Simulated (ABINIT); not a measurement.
CsPbCl3 (Pm-3m): a self-consistent loop beyond G0W0, cycle by cycle. The structure is cubic, space group Pm-3m (No. 221). The conventional cell has a = 5.605 Å, b = 5.605 Å, c = 5.605 Å, α = 90.00°, β = 90.00°, γ = 90.00°. Cs has 12 Cl at 3.96 Å nearest. Nearest to Pb lie 6 Cl at 2.80 Å. Nearest to Cl lie 2 Pb at 2.80 Å and 4 Cs at 3.96 Å. Farther neighbours, and contacts between anions beyond the nearest, are not listed. The calculation used RPA screening on PBE from quasiparticle energies and orbitals, plane waves, norm-conserving pseudopotentials (and 4 further levels or steps) in ABINIT 10.8.3, with cutoff 32 Ha, PseudoDojo scalar-relativistic 0.4 stringent, norm-conserving, potential set dojo-sr-pbe-0.4-stringent, ngkpt (2, 2, 2), nband 158, ecuteps 4 Ha, gwcalctyp 28, inclvkb 2, shiftk (0, 0, 0), symchi 1, awtr 1, frequency ppm, cycle 5, q points all but q = 0, 2×2×2 k-mesh. The G0W0 is 3.169 eV, the QSGW, cycle 1 is 3.407 eV and the QSGW, cycle 2 is 3.693 eV. The QSGW, cycle 3 is 3.794 eV. The QSGW, cycle 4 is 3.814 eV, the QSGW, cycle 5 is 3.811 eV and the known limits are short of the basis limit; no spin-orbit coupling; coarse k mesh. Only the bands that the input lists are updated; the higher empty ones keep the functional's energies. QSGW ends at 3.81 eV, +0.64 eV from G0W0, after 5 cycles that took 39 min beside the first screening; the last moved the gap by 0.003 eV. The program's warnings: nproc spkpt=  >= nkpt= * nsppol=. The cell and positions come from the Crystallography Open Database and are kept as given unless a step says otherwise. Limits: no spin-orbit coupling. The 2×2×2 mesh is coarse for this cell, which bears on the long-range parts of exchange and screening.

[Paths, hosts, dates, memory and timing lines, banners, echoed tables and standing remarks are left out of the program output; an Ansatz launch command may be rebuilt from the run's recorded settings. Measured values are a selection of at most five: reports struck by readers or far from the other reports are left out. None is set beside runs whose start may be inverted or whose files or cutoffs have a known fault.]

[Runs of the session that timed out or met a known fault of the program may be left out.]

[Hosts, paths, dates, database ids (printed as entryN), source tags and the programs' standing remarks are cut or masked in the printed files.]

[G0W0 gaps are taken among the corrected bands and points alone; a level outside them can change the order at an edge.]

[Where Ansatz stands beside ABINIT at settings called matched, ABINIT's density can come from a denser mesh and the files from another edition; pairs whose starting gaps differed by over 0.03 eV were left out, so agreement reads better than it is.]
